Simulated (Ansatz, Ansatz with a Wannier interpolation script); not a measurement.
Rows from a G0W0 calculation on La2O3 (P-3m1) (Ansatz 0.2.0; G0W0 on LDA, plane waves, PAW; 6×6×4 mesh, 341 empty bands, screening to 150 eV), in eV. Spin-orbit coupling is left out.

```csv
row,Σx,Σc,Vxc,Z
A,-9.14,-4.68,-15.12,0.81
B,-14.53,-7.41,-24.79,0.76
C,-13.66,-6.67,-22.93,0.77
D,-25.08,4.14,-20.51,0.74
E,-13.74,-6.70,-23.03,0.77
F,-25.61,4.06,-21.11,0.75
```

Question: Which rows are filled states and which are empty ones, and how can one tell?

Filled: D and F. Empty: A, B, C and E. The sign of Σc tells: for a filled state bare exchange, which holds its interaction with itself, lies below Vxc (Σx − Vxc is -4.5 eV or lower here) and screening gives part back as a positive Σc. For an empty state Σx lies above Vxc (+6.0 eV or more) and the Coulomb hole leaves Σc negative.

[Paths, hosts, dates, memory and timing lines, banners, echoed tables and standing remarks are left out of the program output.]

[Logs are printed without paths, hosts, clocks, repeated set-up lines and the standing remarks that a program may print on its own settings, such as how far it seeks lower states.]

[Runs of the session that timed out or met a known fault of the program may be left out.]

[Hosts, paths, dates, database ids (printed as entryN), source tags and the programs' standing remarks are cut or masked in the printed files.]
